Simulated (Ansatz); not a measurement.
## Convergence of a linear-scaling basis for amorphous Si (132 atoms)

Aim: test how closely localised support functions follow the reference on amorphous Si (132 atoms), and at what cost. A setting counts as converged where the r.m.s. difference of forces stays under 1 % of the r.m.s. force.

Program: Ansatz 0.2.0. Level of theory: Kohn-Sham DFT, PBE, PAW (set soft_2), plane waves. Results are calculated unless marked as measured.

Measured values to set the calculation against. Si-Si coordination number quoted from the high-resolution X-ray diffraction study of Laaziri et al (as quoted in “Relationship between diffraction peak, network topology, and amorphous-forming ability in silicon and silica”, 2021, PMC8590056): number of Si about Si 3.9.

### Step 1. The starting structure

The cell holds 132 atoms: 132 Si. Its edges and angles: a = 13.966 Å, b = 13.966 Å, c = 13.966 Å, α = 90.0°, β = 90.0°, γ = 90.0°. 132 atoms (132 Si) placed at random at 2.26 g/cm³, melted at 2500 K for 20 ps at fixed volume with the modified Tersoff potential (Kumagai, Izumi, Hara and Sakai, Comput. Mater. Sci. 39, 457 (2007)). Quenched from 2500 K to 300 K at 20 K/ps and fixed volume, held 5 ps. The starting density is a measured one.

What the set-up can't give: The quench rate of 20 K/ps is many orders above laboratory rates, so the cell is likely richer in defects and strain than a real sample. The network of bonds at the start is that of the classical potential that made the cell, and needn't be the one that DFT or experiment would give. Only the Γ point is sampled, in a cell whose shortest periodic width is 14 Å.

### Step 2. Plane-wave single point

The first run fixes the reference, at a cutoff of 420 eV.

Input file input.yaml:

```yaml
crystal:
  lattice:
    - [13.9657, 0.0, 0.0]
    - [0.0, 13.9657, 0.0]
    - [0.0, 0.0, 13.9657]
  atoms:
    - { symbol: Si, position: [0.10027, 0.18563, 0.34602] }
    - { symbol: Si, position: [0.10183, 0.00131, 0.80799] }
    - { symbol: Si, position: [0.18934, 0.13949, 0.12572] }
    - { symbol: Si, position: [0.22392, 0.30982, 0.13403] }
    - { symbol: Si, position: [0.63759, 0.77422, 0.16738] }
    - { symbol: Si, position: [0.70201, 0.07499, 0.07649] }
    - { symbol: Si, position: [0.79285, 0.83523, 0.208] }
    - { symbol: Si, position: [0.71664, 0.80622, 0.77277] }
    - { symbol: Si, position: [0.90517, 0.71504, 0.90413] }
    - { symbol: Si, position: [0.84672, 0.15491, 0.67917] }
    - { symbol: Si, position: [0.70536, 0.08808, 0.90211] }
    - { symbol: Si, position: [0.2578, 0.14578, 0.59168] }
    - { symbol: Si, position: [0.3517, 0.61308, 0.59642] }
    - { symbol: Si, position: [0.97591, 0.47501, 0.83446] }
    - { symbol: Si, position: [0.60333, 0.50805, 0.13682] }
    - { symbol: Si, position: [0.9836, 0.99255, 0.50279] }
    - { symbol: Si, position: [0.24551, 0.15188, 0.93453] }
    - { symbol: Si, position: [0.4449, 0.19723, 0.40643] }
    - { symbol: Si, position: [0.37652, 0.89543, 0.60937] }
    - { symbol: Si, position: [0.02977, 0.84031, 0.20432] }
    - { symbol: Si, position: [0.26606, 0.31321, 0.56694] }
    - { symbol: Si, position: [0.92016, 0.71641, 0.54814] }
    - { symbol: Si, position: [0.05936, 0.74881, 0.84086] }
    - { symbol: Si, position: [0.95944, 0.11263, 0.04186] }
    - { symbol: Si, position: [0.1647, 0.793, 0.95782] }
    - { symbol: Si, position: [0.8427, 0.9948, 0.10433] }
    - { symbol: Si, position: [0.99706, 0.2594, 0.48756] }
    - { symbol: Si, position: [0.22905, 0.64877, 0.01989] }
    - { symbol: Si, position: [0.44811, 0.92894, 0.45151] }
    - { symbol: Si, position: [0.96428, 0.86185, 0.61484] }
    - { symbol: Si, position: [0.99658, 0.13523, 0.59885] }
    - { symbol: Si, position: [0.91115, 0.24791, 0.95304] }
    [... 94 atom lines left out ...]
    - { symbol: Si, position: [0.23578, 0.53527, 0.70118] }
    - { symbol: Si, position: [0.51317, 0.86394, 0.22531] }
    - { symbol: Si, position: [0.08858, 0.39281, 0.07175] }
    - { symbol: Si, position: [0.63748, 0.01561, 0.76756] }
    - { symbol: Si, position: [0.85621, 0.13524, 0.84292] }
    - { symbol: Si, position: [0.26984, 0.36982, 0.72658] }
kpoints:
  mp_grid: { grid: [1, 1, 1] }
hamiltonian:
  xc: pbe
scf:
  occupations: { method: fermi_dirac, width: 0.05 }
output:
  forces: true
  stress: true
  populations: intrinsic
  dos:
    method: { smearing: { sigma: 0.08 } }
    de: 0.1
    projected: { site_lists: { Si: [Si] } }
  eigenvalues: true
  write_density: true
  write_potential: true
  volumetric_format: npy
```

Started as:

```bash
$ ansatz run input.yaml --threads 4 --pin off --max-ram 8192MiB --backend cpu --events-out ev --progress --plain --runs-dir out
```

Numbers of over 12 decimals in the logs are rounded to 6 here.

The log of the run:

```text
Engine: ansatz 0.2.0, aarch64-unknown-linux-gnu
Pseudopotentials: kind: paw
Pseudopotential: Si, paw, valence charge 4, recommended cutoff 420 eV (normal), Si.paw.azcp
Functional definition: PBE
  parameter kappa = 0.804
  parameter beta = 0.066725
  exchange = pbe_x(kappa = kappa, mu = beta*pi^2/3)
  correlation = pbe_c(beta = beta)
Crystal: 132 atoms, lattice volume = 2723.881 Å³
Basis set: ecut = 420 eV, 52971 PW (Γ), exchange–correlation on 192×192×192 points (8 copies of the dense FFT grid, shifted against one another)
Bands: 396, of which v1, the nominal top of the filled ones, is band 264 counted from 1 (263 counted from 0)
Symmetry: 1 space group operations
Space group: P1 (ITA 1), of the structure as read, at distance tolerance 1.4e-4 Å
k-points: 1
Non-local potential: Si, projectors of the file, l = 0: 2, l = 1: 2, l = 2: 2
PAW form: soft (Blöchl's): semilocal exchange-correlation on the pseudo side does not see the compensation charge
PAW one-centre angular grid: Si, 110 points (default); XC on 64 Gauss nodes
Initial density: superposition of atomic densities (neutral atoms: chi_scale 0, normalization atom), corrected by the library's trained network
Initial wavefunctions: pseudopotential atomic-orbital guess
Functional: x = pbe(κ = 0.804, μ = 0.219515), c = pbe(β = 0.066725)
SCF iter   1: F=—  HF=-83893.012975 eV  |F-HF|=—  |Δ(HF+E_count)|=         —  Δρ=3.32e-3  dr2=1.03e0  ethr=1.77e-3  ⟨swp⟩=6.0  Hψ=1832  notcnv=0  defer=62
preconditioner: auto → Kerker (q_TF=auto, 2.076 Å⁻¹)  [metal: Δε(μ)=0.109 eV  Ē_g=7.518 eV  σ=0.050 eV  W_gap=0.50  n_scr=436 (ndim 8)  ℏωp=16.3 eV  f_vac=0.001  D(μ)=22.14/eV (n_scr^D=80)]
SCF iter   2: F=—  HF=-83892.933897 eV  |F-HF|=—  |Δ(HF+E_count)|=   7.91e-2  Δρ=1.92e-3  dr2=3.88e-1  ethr=1.94e-4  ⟨swp⟩=2.0  Hψ=460  notcnv=0  defer=75
SCF iter   3: F=—  HF=-83892.893568 eV  |F-HF|=—  |Δ(HF+E_count)|=   4.03e-2  Δρ=3.63e-4  dr2=1.96e-2  ethr=7.34e-5  ⟨swp⟩=3.0  Hψ=522  notcnv=0  defer=75
SCF iter   4: F=—  HF=-83892.893906 eV  |F-HF|=—  |Δ(HF+E_count)|=   3.38e-4  Δρ=1.43e-4  dr2=5.23e-3  ethr=3.71e-6  ⟨swp⟩=2.0  Hψ=550  notcnv=0  defer=75
SCF iter   5: F=—  HF=-83892.894105 eV  |F-HF|=—  |Δ(HF+E_count)|=   2.00e-4  Δρ=5.98e-5  dr2=6.23e-4  ethr=9.90e-7  ⟨swp⟩=3.0  Hψ=469  notcnv=0  defer=75
SCF iter   6: F=—  HF=-83892.894148 eV  |F-HF|=—  |Δ(HF+E_count)|=   4.28e-5  Δρ=2.52e-5  dr2=9.54e-5  ethr=1.18e-7  ⟨swp⟩=2.0  Hψ=433  notcnv=0  defer=75
SCF iter   7: F=—  HF=-83892.894739 eV  |F-HF|=—  |Δ(HF+E_count)|=   5.91e-4  Δρ=9.77e-6  dr2=1.12e-5  ethr=1.81e-8  ⟨swp⟩=2.0  Hψ=518  notcnv=0  defer=86
SCF iter   8: F=—  HF=-83892.894744 eV  |F-HF|=—  |Δ(HF+E_count)|=   4.65e-6  Δρ=3.80e-6  dr2=1.97e-6  ethr=2.13e-9  ⟨swp⟩=2.0  Hψ=455  notcnv=0  defer=86
SCF iter   9: F=—  HF=-83892.894745 eV  |F-HF|=—  |Δ(HF+E_count)|=   7.96e-7  Δρ=1.48e-6  dr2=2.91e-7  ethr=3.73e-10  ⟨swp⟩=2.0  Hψ=488  notcnv=0  defer=86
SCF iter  10: F=-83892.894745 eV  HF=-83892.894745 eV  |F-HF|=5.09e-10  |Δ(HF+E_count)|=   1.25e-7  Δρ=5.42e-7  dr2=3.60e-8  ethr=1.89e-11  ⟨swp⟩=22.0  Hψ=3412  notcnv=0
SCF 1 converged in 10 iterations: F = -83892.894745 eV  dr2 = 3.60e-8
  greatest PAW one-centre occupation: 0.664 electrons in one spin orbital (limit 2), on the Si atom at site 45 (counted from 0), in its partial waves of l = 0
SCF converged after 10 iterations
Free energy (F): -83892.894745 eV
Harris-Foulkes:  -83892.894745 eV  (|F-HF|=5.09e-10)
Internal energy: -83892.667820 eV  (E = F + TS)
E sigma→0 (E₀):  -83892.781282 eV
Entropy (-TS):   -0.226925 eV (-1.719 meV/atom)
Fermi energy:    6.211988 eV
--- Per-component energies (eV) ---
  E_band       = 498.946291
  E_kinetic    = 5263.146008
  E_local      = -4535.411629  (includes V_loc(G=0)·N_el)
  E_nonlocal   = 3405.439065
  E_hartree    = 1404.999568
  E_xc         = -7258.378309
  E_vxc        = -6134.455367  (∫ρ·V_xc dr)
  E_paw        = -67668.449291  (= ΣΔE_a)
  E_vpaw       = -309.772350  (= ΣTr[D̂ρ^β])
  E_aug_tail   = 0.000834  (compensation charges beyond the density's cutoff)
  E_ewald      = -14504.014066
  E_smearing   = -0.226925  (= −TS)
  E_closure    = -0.000000  (closes the sum)
  Σ components = -83892.894745   (vs F -83892.894745, Δ=0.00e0)
--- Forces (eV/Å), atoms counted from 1 ---
  atom   1  Si     0.52586975    -0.09561705     0.55595768
  atom   2  Si     0.40601063    -0.15365228    -0.42336546
  atom   3  Si    -0.34995047     0.78961517     0.04780254
  atom   4  Si     0.33135449    -0.26929834     0.17088986
  atom   5  Si     0.59326872    -0.39896586     0.08878355
  atom   6  Si    -0.87548180     0.23376548     0.61654163
  atom   7  Si    -0.57894378    -0.17299599     0.24476824
  atom   8  Si    -0.02501058     0.84714366     0.21672874
  atom   9  Si    -0.09810249    -0.15580153     0.62021775
  atom  10  Si    -0.24653182    -0.10312207    -0.61930521
  atom  11  Si     0.17277606     0.40343012    -0.06176999
  atom  12  Si    -0.67296499    -0.55027593     0.25770330
  atom  13  Si    -0.59793482     0.09242463    -0.56550979
  atom  14  Si    -0.08351820    -0.51015878     0.09931574
[...]
atom 131  Si     0.11478186    -0.41369239     0.39527208
  atom 132  Si     0.55311006     0.15425158     0.63645863
  max |Σ_I F_I| component: 2.18e-5 eV/Å
--- Stress (GPa, compression-positive) ---
       -0.295279       0.617453       0.108491
        0.617453      -0.315455       0.854493
        0.108491       0.854493      -0.701713
  P = ⅓ Tr σ = -0.4375 GPa (-4.375 kbar)
--- Band table (eV) ---
  k-point 0: bands = ["-6.1714", "-5.6632", "-5.6272", "-5.5846", [... 380 levels ...], "9.8078", "9.8350", "9.8602", "9.8948", "9.9062", "9.9260", "9.9624", "9.9708", "9.9925", "10.0148", "10.0202", "10.0484"]
--- intrinsic populations: 132 sites ---
  site symbol       q [e]
     0     Si      4.0175
     1     Si      4.0191
     2     Si      3.9689
[...]
131     Si      4.0010
  spilling = 0.000000 (of n_electrons = 528.000000)
```

Wall time 40 s (4 threads of Arm Neoverse V2, shared host); peak memory 3 GiB; 2.6 min of CPU time.

Reading the cycles: dr2 is the Hartree energy of the density residual (eV), the measure of convergence; HF is the Harris–Foulkes estimate of the energy, which meets the free energy F at convergence.

Numbers from this run:

| Property | Result |
| --- | --- |
| free energy | -83892.8947 eV |
| free energy per atom | -635.5522 eV/atom |
| SCF cycles | 10 |
| pressure | -0.4375 GPa |
| r.m.s. force component | 0.4758 eV/Å |
| longest force | 2.209 eV/Å |
| Fermi energy | 6.212 eV |
| levels partly filled by over 2 per cent | 5 |

The r.m.s. force component of 0.48 eV/Å sets the scale for the differences below.

### Step 3. Support functions medium

With localised support functions most steps grow linearly with size, though the diagonalisation grows faster unless the density matrix is cut; this run measures error and cost at this size.

This step: Kohn-Sham DFT, PBE, PAW (set soft_2), localised support functions (medium) (Ansatz 0.2.0).

input.yaml, the sections that differ from step 2:

```yaml
scf:
  occupations: { method: fermi_dirac, width: 0.05 }
  eigensolver: { kind: { support_functions: { accuracy: medium } } }
  max_iter: 150
output:
  forces: true
  eigenvalues: true
# crystal, kpoints, hamiltonian: as in step 2
```

The log of the run:

```text
Warning: scf.eigensolver.kind.support_functions: disabling space-group detection — the functions' gradient is summed over unrotated k-points, so no spatial operation reduces the k-mesh or symmetrises the density; time reversal is kept, so that k and −k are solved as one point where they differ and the mesh holds both, and exact exchange and, on two spinor components, a DFT+U term hold to it where the run has them: [...]
settings of this run that can trade accuracy for cost: scf.eigensolver.kind.support_functions [...]
[...]
Crystal: 132 atoms, lattice volume = 2723.881 Å³
Basis set: ecut = 420 eV, 52971 PW (Γ), exchange–correlation on 192×192×192 points (8 copies of the dense FFT grid, shifted against one another)
Bands: 317, of which v1, the nominal top of the filled ones, is band 264 counted from 1 (263 counted from 0)
Symmetry: 1 space group operations
k-points: 1
[...]
SCF iter   1: F=—  HF=-83868.551348 eV  |F-HF|=—  |Δ(HF+E_count)|=         —  Δρ=3.61e-2  dr2=4.27e1  ethr=1.00e-1
[...]
SCF iter  10: F=—  HF=-83892.879971 eV  |F-HF|=—  |Δ(HF+E_count)|=   3.44e-3  Δρ=6.01e-6  dr2=3.64e-6  ethr=4.92e-9  κ⁻¹=7.1e-7(r=7)
SCF iter  11: F=-83892.879971 eV  HF=-83892.879972 eV  |F-HF|=1.02e-7  |Δ(HF+E_count)|=   9.96e-7  Δρ=2.36e-6  dr2=7.04e-7  ethr=6.89e-10
SCF 1 converged in 11 iterations: F = -83892.929409 eV  dr2 = 7.04e-7
[...]
SCF converged after 11 iterations
Stability not checked: this state was not tested for a lower state beside it, because the mixer in use, unlike msr1, does not test its closes by its own steps (another_mixer; see scf.mixing.algorithm and scf.lower_state_search)
Free energy (F): -83892.929409 eV
[...]
Internal energy: -83892.703513 eV  (E = F + TS)
E sigma→0 (E₀):  -83892.816461 eV
Entropy (-TS):   -0.225896 eV (-1.711 meV/atom)
Fermi energy:    6.212608 eV
[...]
Σ components = -83892.929409   (vs F -83892.929409, Δ=0.00e0)
--- Forces (eV/Å), atoms counted from 1 ---
  atom   1  Si     0.52570301    -0.09577350     0.55615129
  atom   2  Si     0.40632611    -0.15351338    -0.42335851
  atom   3  Si    -0.34961763     0.78910627     0.04774068
  atom   4  Si     0.33104651    -0.26886712     0.17125752
[...]
atom 132  Si     0.55300139     0.15470736     0.63680305
  max |Σ_I F_I| component: 1.33e-3 eV/Å
--- Band table (eV) ---
[...]
```

It took 67 s on 4 threads; peak memory 3.3 GiB; 4.4 min of CPU time.

The program notes that the band table was not solved further than the SCF left it and it switched symmetry off.

Keys that differ from the reference: support_functions.accuracy = "medium" and scf.max_iter = 150.

Forces differ from the reference by 0.29 meV/Å r.m.s., 0.062 % of their size, well within a tolerance of 1 %; the energy by -0.26 meV/atom. It took 67 s and 11 cycles; the reference's time can't be set against it, since the two runs asked for unlike analyses. The two runs also began from different starting densities, which bears on cycles and time.

### Step 4. Support functions low

The cell is solved in localised support functions.

This step: Kohn-Sham DFT, PBE, PAW (set soft_2), localised support functions (low) (Ansatz 0.2.0).

input.yaml, the sections that differ from step 3:

```yaml
scf:
  occupations: { method: fermi_dirac, width: 0.05 }
  eigensolver: { kind: { support_functions: { accuracy: low } } }
  max_iter: 150
# crystal, kpoints, hamiltonian, output: as in step 3
```

The log of the run:

```text
[...]
Crystal: 132 atoms, lattice volume = 2723.881 Å³
Basis set: ecut = 420 eV, 52971 PW (Γ), exchange–correlation on 192×192×192 points (8 copies of the dense FFT grid, shifted against one another)
Bands: 317, of which v1, the nominal top of the filled ones, is band 264 counted from 1 (263 counted from 0)
Symmetry: 1 space group operations
k-points: 1
[...]
SCF iter   1: F=—  HF=-83868.551348 eV  |F-HF|=—  |Δ(HF+E_count)|=         —  Δρ=3.61e-2  dr2=4.27e1  ethr=1.00e-1
[...]
SCF iter   8: F=—  HF=-83892.871926 eV  |F-HF|=—  |Δ(HF+E_count)|=   6.98e-3  Δρ=3.90e-5  dr2=1.25e-4  ethr=2.12e-7  κ⁻¹=4.4e-6(r=6)
SCF iter   9: F=-83892.876529 eV  HF=-83892.876533 eV  |F-HF|=4.60e-6  |Δ(HF+E_count)|=   4.61e-3  Δρ=1.38e-5  dr2=2.60e-5  ethr=2.37e-8
SCF 1 converged in 9 iterations: F = -83892.929389 eV  dr2 = 2.60e-5
[...]
SCF converged after 9 iterations
[...]
Free energy (F): -83892.929389 eV
[...]
Internal energy: -83892.703532 eV  (E = F + TS)
E sigma→0 (E₀):  -83892.816461 eV
Entropy (-TS):   -0.225857 eV (-1.711 meV/atom)
Fermi energy:    6.212806 eV
[...]
Σ components = -83892.929389   (vs F -83892.929389, Δ=0.00e0)
--- Forces (eV/Å), atoms counted from 1 ---
  atom   1  Si     0.52563872    -0.09596602     0.55612201
  atom   2  Si     0.40629447    -0.15346156    -0.42342134
  atom   3  Si    -0.34968012     0.78904739     0.04778088
  atom   4  Si     0.33106388    -0.26884718     0.17117879
[...]
atom 132  Si     0.55299639     0.15469878     0.63677241
  max |Σ_I F_I| component: 1.09e-3 eV/Å
--- Band table (eV) ---
[...]
```

The job ended after 61 s (4 threads; peak memory 3.3 GiB).

Keys that differ from the reference: support_functions.accuracy = "low" and scf.max_iter = 150.

Forces differ from the reference by 0.33 meV/Å r.m.s., 0.070 % of their size, well within a tolerance of 1 %; the energy by -0.26 meV/atom. It took 61 s and 9 cycles; the reference's time can't be set against it, since the two runs asked for unlike analyses. The two runs also began from different starting densities, which bears on cycles and time.

### Step 5. Support functions high

The cell is solved in localised support functions.

This step: Kohn-Sham DFT, PBE, PAW (set soft_2), localised support functions (high) (Ansatz 0.2.0).

input.yaml, the sections that differ from step 4:

```yaml
scf:
  occupations: { method: fermi_dirac, width: 0.05 }
  eigensolver: { kind: { support_functions: { accuracy: high } } }
  max_iter: 150
# crystal, kpoints, hamiltonian, output: as in step 4
```

The log of the run:

```text
[...]
Crystal: 132 atoms, lattice volume = 2723.881 Å³
Basis set: ecut = 420 eV, 52971 PW (Γ), exchange–correlation on 192×192×192 points (8 copies of the dense FFT grid, shifted against one another)
Bands: 317, of which v1, the nominal top of the filled ones, is band 264 counted from 1 (263 counted from 0)
Symmetry: 1 space group operations
k-points: 1
[...]
SCF iter   1: F=—  HF=-83871.080607 eV  |F-HF|=—  |Δ(HF+E_count)|=         —  Δρ=3.59e-2  dr2=4.28e1  ethr=1.00e-1
[...]
SCF iter  12: F=—  HF=-83892.931249 eV  |F-HF|=—  |Δ(HF+E_count)|=   1.98e-4  Δρ=1.02e-6  dr2=9.32e-8  ethr=1.12e-10  κ⁻¹=8.3e-7(r=7)
SCF iter  13: F=-83892.931412 eV  HF=-83892.931412 eV  |F-HF|=1.24e-9  |Δ(HF+E_count)|=   1.63e-4  Δρ=3.28e-7  dr2=1.19e-8  ethr=1.77e-11
SCF 1 converged in 13 iterations: F = -83892.934273 eV  dr2 = 1.19e-8
[...]
SCF converged after 13 iterations
[...]
Free energy (F): -83892.934273 eV
[...]
Internal energy: -83892.707392 eV  (E = F + TS)
E sigma→0 (E₀):  -83892.820833 eV
Entropy (-TS):   -0.226881 eV (-1.719 meV/atom)
Fermi energy:    6.211933 eV
[...]
Σ components = -83892.934273   (vs F -83892.934273, Δ=0.00e0)
--- Forces (eV/Å), atoms counted from 1 ---
  atom   1  Si     0.52609393    -0.09559723     0.55582771
  atom   2  Si     0.40605339    -0.15363332    -0.42345066
  atom   3  Si    -0.34986795     0.78962751     0.04790263
  atom   4  Si     0.33124161    -0.26940266     0.17093283
[...]
atom 132  Si     0.55322247     0.15437086     0.63634091
  max |Σ_I F_I| component: 1.33e-4 eV/Å
--- Band table (eV) ---
[...]
```

Wall time 4.3 min (4 threads); peak memory 6 GiB; 17 min of CPU time.

Keys that differ from the reference: support_functions.accuracy = "high" and scf.max_iter = 150.

Forces differ from the reference by 0.09 meV/Å r.m.s., 0.019 % of their size, well within a tolerance of 1 %; the energy by -0.30 meV/atom. It took 4.3 min and 13 cycles; the reference's time can't be set against it, since the two runs asked for unlike analyses. The two runs also began from different starting densities, which bears on cycles and time.

(Part 1 of 3 ends here.)

[Logs are printed without paths, hosts, clocks, repeated set-up lines and the standing remarks that a program may print on its own settings, such as how far it seeks lower states.]

[Hosts, paths, dates, database ids (printed as entryN), source tags and the programs' standing remarks are cut or masked in the printed files.]
